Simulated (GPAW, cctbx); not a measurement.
# K2LiAlBr6: what bonding does to one electron reflection, worked out

K2LiAlBr6, Fm-3m (no. 225), a = 10.5761 Å, b = 10.5761 Å, c = 10.5761 Å, α = 90.00°, β = 90.00°, γ = 90.00°.

```csv
atom,mult.,x,y,z
Br1,24,0,0,0.7607
K1,8,1/4,1/4,3/4
Al1,4,0,0,0
Li1,4,1/2,0,0
```

The start was made by putting kin elements into a known structure type; the compound need not exist, or be stable, in this form.

A DFT run (GPAW, PBE, 550 eV, 3×3×3 k-points, Fermi–Dirac width 0.05 eV) gives the static X-ray structure factor of 020 as 183.829 e for the conventional cell; superposed free atoms give 183.026 e. **Problem.** Find the Fourier component V of the crystal potential and the two-beam extinction distance at 80 kV in both cases.

## Step 1: Geometry

The cell volume is Ω = 1182.98 Å³ and d(020) = 5.2881 Å, so g = 1/d = 0.1891 Å⁻¹.

## Step 2: The nuclei

Electrons feel nuclei as well as electrons, so the nuclear charges are summed with the same phases.

Phase sums Σ exp(2πi h·x), turned so that the total is real and positive: Br +8.072, K -8.000, Al +4.000, Li +4.000. Then F_Z = 35 × (+8.072) + 19 × (-8.000) + 13 × (+4.000) + 3 × (+4.000) = 194.52 e. The electron term has the same sign for this reflection.

## Step 3: Mott–Bethe

Poisson's equation, term by term, gives V = (e/4πε₀)(F_Z − F)/(πΩg²), with e/4πε₀ = 14.3996 V Å.

The prefactor is 14.3996 × 5.2881²/(π × 1182.98) = 0.10835 V per electron. Free atoms: (194.52 − 183.026) × 0.10835 = 1.245 V. Crystal: (194.52 − 183.829) × 0.10835 = 1.158 V. F changes by +0.44 % and V by -7.0 %: the same 0.80 e is measured against F_Z − F = 11.5 e in place of F = 183.0 e.

## Step 4: Extinction distance

In the two-beam case ξ = 1/(λU) with U = 2γm₀eV/h², that is ξ = 150.41 V Å²/(γλV).

At 80 kV, λ = 0.04176 Å and γ = 1.1566. Free atoms: ξ = 2501 Å. Crystal: ξ = 2689 Å. The thickness fringes go as sin²(πt/ξ), so the two patterns slip by a quarter of a period when t|1/ξ₁ − 1/ξ₀| = 1/4, at t ≈ 895 nm, thicker than usual samples. Thermal motion, absorption and many-beam coupling, left out here, change a real pattern.

## Step 5: Answer

V(020) is 1.16 V against 1.25 V, and ξ is 2689 against 2501 Å. Limits: static atoms, two beams.

[Outputs are excerpts: Python notices, other lines and further rows are left out; steps that failed or that the build refused (PBEsol, TPSS) are not shown.]

[Logs are printed without paths, hosts, clocks, repeated set-up lines and the standing remarks that a program may print on its own settings, such as how far it seeks lower states.]
